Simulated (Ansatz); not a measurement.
# What NaGeCl3 in Cm, a phase reached by a soft mode distorts into, part 3 of 3

Wanted: the energy along a soft mode of NaGeCl3 in Cm, a phase reached by a soft mode and the structure at the end.

Ansatz 0.2.0; DFT PBEsol, scalar-relativistic, plane waves, PAW; PAW set soft_1.

So far. Step 5 (Energy along the mode, all amplitudes (two of the runs …): The lowest of the steps tried is at 0.45 Å, 3.85 meV/atom below the parent; the bottom of the well need not coincide with a step. Step 7 (The new phase in its own primitive cell): The largest force component left is 0.56 meV/Å and the pressure is 0.000 GPa, within the tolerances set. The cell now holds 27.27 Å³/atom.

The structure was built from a prototype and need not be the compound's stable phase.

## Step 8: Modes of the new phase

A relaxed structure may still be a saddle point, so its zone-centre modes are computed. The response to a homogeneous field gives the Born charges and the dielectric tensor.

Input file input.yaml:

```yaml
crystal:
  lattice:
    - [4.0500870067, 0.0002544405, 0.0002743637]
    - [-0.1012224731, 5.5126561731, 0.0002997505]
    - [-1.846954176, -2.1944471438, 6.1065438784]
  atoms:
    - { symbol: Na, position: [0.0397979501, 0.6243703177, 0.7784164324] }
    - { symbol: Ge, position: [0.4206915181, 0.9330067089, 0.4014115496] }
    - { symbol: Cl, position: [0.6746366815, 0.7569265046, 0.1008324432] }
    - { symbol: Cl, position: [0.3976063723, 0.5346551245, 0.464795891] }
    - { symbol: Cl, position: [0.964871402, 0.090917836, 0.6940957399] }
kpoints:
  mp_grid: { grid: [10, 8, 6] }
hamiltonian:
  xc: pbesol
  pseudopotentials: { kind: paw, azcp: { folder: soft_1 }, xc_functional: pbe }
scf:
  occupations: { method: fixed }
output:
  eigenvalues: true
phonons:
  method: dfpt
  dielectric: true
  rigid_motions: translations
```

On the command line:

```console
$ ansatz run input.yaml --threads 8 --pin off --max-ram 16384MiB --backend cpu --events-out ev --progress --plain --runs-dir out
```

Numbers of over 12 decimals in the logs are rounded to 6 here.

The log of the run:

```text
[...]
Crystal: 5 atoms, lattice volume = 136.345 Å³
Basis set: ecut = 420 eV, 2679 PW (Γ), exchange–correlation on 60×80×96 points (8 copies of the dense FFT grid, shifted against one another)
Bands: 27, of which v1, the nominal top of the filled ones, is band 22 counted from 1 (21 counted from 0)
Symmetry: 1 space group operations
k-points: 244 of 480 (time reversal used)
[...]
SCF iter   1: F=—  HF=-8919.527367 eV  |F-HF|=—  |Δ(HF+E_count)|=         —  Δρ=5.30e-2  dr2=3.83e0  ethr=3.10e-3  ⟨swp⟩=4.8  Hψ=26986  notcnv=0  defer=717
[...]
SCF iter  13: F=-8917.715960 eV  HF=-8917.715960 eV  |F-HF|=3.64e-12  |Δ(HF+E_count)|=  7.89e-10  Δρ=9.68e-8  dr2=1.45e-11  ethr=1.00e-12  ⟨swp⟩=16.5  Hψ=49319  notcnv=0
SCF 1 converged in 13 iterations: F = -8917.715960 eV  dr2 = 1.45e-11
[...]
SCF converged after 13 iterations
Free energy (F): -8917.715960 eV
[...]
Internal energy: -8917.715960 eV  (E = F + TS)
E sigma→0 (E₀):  -8917.715960 eV
Fermi energy:    1.815950 eV
[...]
--- Band table (eV; the first three rows and the last of 244) ---
  k-point 0: bands = [... 18 lower, 0.1093, 0.3199, 0.4495, 0.8127, 5.4499, 6.3185, 7.2526, 7.3930, ... 1 higher]
  k-point 1: bands = [... 18 lower, 0.1377, 0.2133, 0.4133, 0.9164, 5.3782, 6.2964, 7.3081, 7.5134, ... 1 higher]
  k-point 2: bands = [... 18 lower, 0.0521, 0.2180, 0.3852, 1.0231, 5.2818, 6.2090, 7.2566, 7.9478, ... 1 higher]
  k-point 243: bands = [... 18 lower, -0.1209, 0.2695, 0.3798, 1.7194, 5.1745, 6.1046, 6.8796, 9.5123, ... 1 higher]
[...]
ASR residual: 2.145e-4 → 0.000e0 eV/Å²; symmetrization residual: 4.144e-6 eV/Å²
  ASR residual per site (eV/Å²): 2.15e-4 2.84e-5 4.55e-5 6.67e-5 6.02e-5
[...]
ε∞ (high-frequency dielectric tensor):
        3.518655     0.052078    -0.058197
        0.052078     3.451662     0.008761
       -0.058196     0.008762     3.026620
  ε⁰ (static dielectric tensor: ions relaxed, cell fixed):
       11.409480     0.878390    -1.432098
        0.878390     6.618268    -0.449658
       -1.432097    -0.449658     6.837278
  ε⁰ − ε∞ (ionic part):
        7.890824     0.826313    -1.373901
        0.826313     3.166607    -0.458420
       -1.373901    -0.458420     3.810658
[...]
Born effective charges Z* (e; rows j = field, columns β = displacement):
    site 0:
         1.12648   -0.00124   -0.06657
        -0.00581    1.07257   -0.13750
        -0.00862   -0.01122    1.33553
    site 1:
         3.29339    0.11141   -0.06845
         0.14317    2.55253    0.02057
        -0.13409   -0.03482    2.14172
    site 2:
        -1.95815    0.11070    0.55490
         0.02525   -0.34095   -0.04398
         0.48984   -0.16967   -1.68689
    site 3:
        -0.62247   -0.18804    0.07616
        -0.05107   -2.49440    0.39642
         0.01342    0.28906   -0.58499
    site 4:
        -1.83926   -0.03283   -0.49605
        -0.11154   -0.78974   -0.23552
        -0.36055   -0.07335   -1.20538
  Z* charge neutrality: 3.846e-5 e pre-enforcement
  k-mesh period / interband length: 44.1 Å / 2.13 Å = 20.73 at k = (-0.5000, -0.5000, -0.5000), direct gap 3.455 eV — 14 or more, which is no proof of convergence
  optical modes at Γ without the LO–TO term, one row a degenerate level:
      ω (cm⁻¹)  modes    IR ((D/Å)²/amu)
         50.26      1             0.0304
         87.32      1             0.0794
        101.29      1             1.8661
        109.94      1             1.6880
        119.66      1             0.3259
        129.22      1             0.8208
        152.29      1             2.7427
        167.64      1             2.8807
        182.36      1             2.0351
        198.80      1             4.7307
        224.67      1             3.3092
        246.33      1             4.0860
  optical modes at Γ + LO–TO along q̂ = [1.0000, 0.0000, 0.0000]:
      ω (cm⁻¹)  modes    IR ((D/Å)²/amu)
         50.28      1             0.0283
         87.42      1             0.0700
        104.41      1             0.4191
        117.18      1             0.2248
[...]
optical modes at Γ + LO–TO along q̂ = [0.0000, 1.0000, 0.0000]:
      ω (cm⁻¹)  modes    IR ((D/Å)²/amu)
[...]
optical modes at Γ + LO–TO along q̂ = [0.0000, 0.0000, 1.0000]:
      ω (cm⁻¹)  modes    IR ((D/Å)²/amu)
         50.52      1             0.0213
         87.40      1             0.0852
        106.76      1             0.9890
        110.03      1             2.0414
        119.89      1             0.2189
        129.29      1             0.7905
        157.24      1             2.4531
        180.37      1             0.9908
        192.19      1             2.1524
        198.81      1             4.6770
        245.17      1             4.5110
        272.38      1             5.6644
```

The job ended after 5 min (8 threads of Arm Neoverse V1, shared host; peak memory 3.5 GiB; 38 min of CPU time).

Numbers from this step:

```yaml
sum_rule_residual_before_enforcement: 2.15e-4 eV/Å²
miss_of_the_charge_sum_rule: 3.85e-5 e
point_group: 1
highest_optical_mode_at_the_zone_centre_no_lo_to_term: 246.3 cm⁻¹
lowest_optical_zone_centre_mode: 50.26 cm⁻¹
mean_high_frequency_dielectric_constant: 3.332
largest_born_charge_third_of_the_trace: 2.663 e
mean_static_dielectric_constant: 8.288
top_of_the_zone_centre_spectrum_with_the_field: 294.9 cm⁻¹
```

Without the LO-TO term. Patterns of degenerate modes are one choice out of their space. Modes at Γ, with each element's share of the kinetic energy:

| mode | frequency (cm⁻¹) | symmetry | Na % | Ge % | Cl % |
| --- | --- | --- | --- | --- | --- |
| 1 | 0.0 | acoustic | 11 | 36 | 53 |
| 2 | 0.0 | acoustic | 11 | 36 | 53 |
| 3 | 0.0 | acoustic | 11 | 36 | 53 |
| 4 | 50.3 | A | 8 | 4 | 88 |
| 5 | 87.3 | A | 28 | 26 | 46 |
| 6 | 101.3 | A | 18 | 9 | 73 |
| 7 | 109.9 | A | 26 | 34 | 41 |
| 8 | 119.7 | A | 9 | 6 | 85 |
| 9 | 129.2 | A | 12 | 21 | 67 |
| 10 | 152.3 | A | 54 | 1 | 44 |
| 11 | 167.6 | A | 62 | 1 | 36 |
| 12 | 182.4 | A | 36 | 4 | 60 |
| 13 | 198.8 | A | 6 | 16 | 78 |
| 14 | 224.7 | A | 4 | 41 | 56 |
| 15 | 246.3 | A | 2 | 29 | 69 |

Displacements in mode 4 (50.3 cm⁻¹), the largest set to 1:
```
Na1  0.13 -0.38 -0.19
Ge2 -0.07 -0.07  0.15
Cl3 -0.05  1.00  0.00
Cl4  0.18 -0.26 -0.39
Cl5 -0.07 -0.35  0.22
```

Displacements in mode 7 (109.9 cm⁻¹), the largest set to 1:
```
Na1 -0.74  1.00 -0.26
Ge2  0.73 -0.32  0.18
Cl3 -0.76  0.02 -0.48
Cl4  0.08 -0.43 -0.26
Cl5 -0.33  0.41  0.54
```

Optical modes at the zone centre, without and with the macroscopic field of the longitudinal modes; each column is sorted by frequency, so a row need not hold one and the same mode. Modes with and without the field, by row:

| rank among optical modes | no field (cm⁻¹) | q along (1, 0, 0) (cm⁻¹) | q along (0, 1, 0) (cm⁻¹) | q along (0, 0, 1) (cm⁻¹) |
| --- | --- | --- | --- | --- |
| 1 | 50.3 | 50.3 | 50.6 | 50.5 |
| 2 | 87.3 | 87.4 | 87.9 | 87.4 |
| 3 | 101.3 | 104.4 | 101.3 | 106.8 |
| 4 | 109.9 | 117.2 | 111.3 | 110 |
| 5 | 119.7 | 123.4 | 119.7 | 119.9 |
| 6 | 129.2 | 136.9 | 130.1 | 129.3 |
| 7 | 152.3 | 159.8 | 153.3 | 157.2 |
| 8 | 167.6 | 177 | 167.7 | 180.4 |
| 9 | 182.4 | 182.9 | 188.6 | 192.2 |
| 10 | 198.8 | 223.7 | 209.8 | 198.8 |
| 11 | 224.7 | 237.2 | 228.7 | 245.2 |
| 12 | 246.3 | 279.5 | 294.9 | 272.4 |

Born charge (rows field, columns displacement) (e), principal values of the symmetric part by kind of site:

| atom | atoms with these values | low | middle | high | mean |
| --- | --- | --- | --- | --- | --- |
| Na1 | 1 | 1.05 | 1.12 | 1.36 | 1.18 |
| Ge2 | 1 | 2.13 | 2.53 | 3.32 | 2.66 |
| Cl3 | 1 | -2.37 | -1.28 | -0.33 | -1.33 |
| Cl4 | 1 | -2.56 | -0.62 | -0.52 | -1.23 |
| Cl5 | 1 | -2.07 | -1.03 | -0.73 | -1.28 |

In full for Cl3:

```
-1.96  0.11  0.55
 0.03 -0.34 -0.04
 0.49 -0.17 -1.69
```

High-frequency dielectric tensor:

```
 3.52  0.05 -0.06
 0.05  3.45  0.01
-0.06  0.01  3.03
```

Static dielectric tensor (ions relaxed, fixed cell):

```
11.41  0.88 -1.43
 0.88  6.62 -0.45
-1.43 -0.45  6.84
```

Transverse modes. Infrared lines, with heights relative to the strongest:

| position (cm⁻¹) | label | relative intensity |
| --- | --- | --- |
| 50 | A | 0.6 |
| 87 | A | 1.7 |
| 101 | A | 39 |
| 110 | A | 36 |
| 120 | A | 6.9 |
| 129 | A | 17 |
| 152 | A | 58 |
| 168 | A | 61 |
| 182 | A | 43 |
| 199 | A | 100 |
| 225 | A | 70 |
| 246 | A | 86 |

Before it was imposed, the acoustic sum rule was missed by 2.1e-4 eV/Å² and the charge sum rule by 3.8e-5 e. Small misses are needed for a sound result but don't prove that mesh and cutoff are converged. The lowest optical mode is real, 50.3 cm⁻¹.

## Step 9: The phases reached

The phases reached along the modes that were followed are set side by side.

Energies are those of the first relaxation, on the mesh of the frozen mode; space group, volume and gap are those of the last relaxation. Phases, by row:

| mode frozen in | space group | energy from parent (meV/atom) | volume (Å³/atom) | gap on mesh (eV) | lowest zone-centre optical mode (cm⁻¹) | largest shift (Å) |
| --- | --- | --- | --- | --- | --- | --- |
| parent | Cm | 0 | 30.3 | 1.491 | – | – |
| q = (0, 0, 0), 39i cm⁻¹ | P1 | -52.61 | 27.27 | 3.26 | 50.3 | 1.202 |

## Step 10: Outcome

```yaml
unstable_mode_of_the_parent: q = (0, 0, 0), 39i cm⁻¹
depth_at_the_lowest_point_sampled: 3.85 meV/atom
largest_atomic_shift_at_that_point: 0.45 Å
space_group_reached_within_0p01_a: P1
energy_gained_over_the_parent_first_relaxation_on_the_mesh_of_the_frozen_mode: 52.6 meV/atom
volume_per_atom_phase_reached: 27.3 Å³
gap_on_the_k_mesh_phase_reached: 3.26 eV
lowest_optical_zone_centre_mode_phase_reached: 50.3 cm⁻¹
highest_optical_mode_at_the_zone_centre_no_lo_to_term_phase_reached: 246 cm⁻¹
```

Along this mode the structure falls into P1, 52.6 meV/atom below the parent. At the parent's cell the well is 3.851 meV/atom deep on the steps tried, with its lowest point at a shift of 0.45 Å. Relaxing atoms and cell changes the gain by +48.76 meV/atom against the lowest step (energies at zero smearing). Most of the total comes from this relaxation. The new phase has no imaginary mode at the zone centre of its cell; other wavevectors were not checked. Each path keeps the symmetry of its pattern, so a lower phase may lie along a pattern not tried. With the field response the log warns that the k mesh is coarse for the force constants too, so the frequencies may not be converged. In at least one run the field response is not settled by the k meshes in reach, so its dielectric tensor, Born charges and longitudinal modes are rough. The PAW files were made for PBE and serve the other functionals too. The starting cell was built on a prototype and not taken from a measurement, so the phase need not exist.

[Logs are printed without paths, hosts, clocks, repeated set-up lines and the standing remarks that a program may print on its own settings, such as how far it seeks lower states.]

[Hosts, paths, dates, database ids (printed as entryN), source tags and the programs' standing remarks are cut or masked in the printed files.]
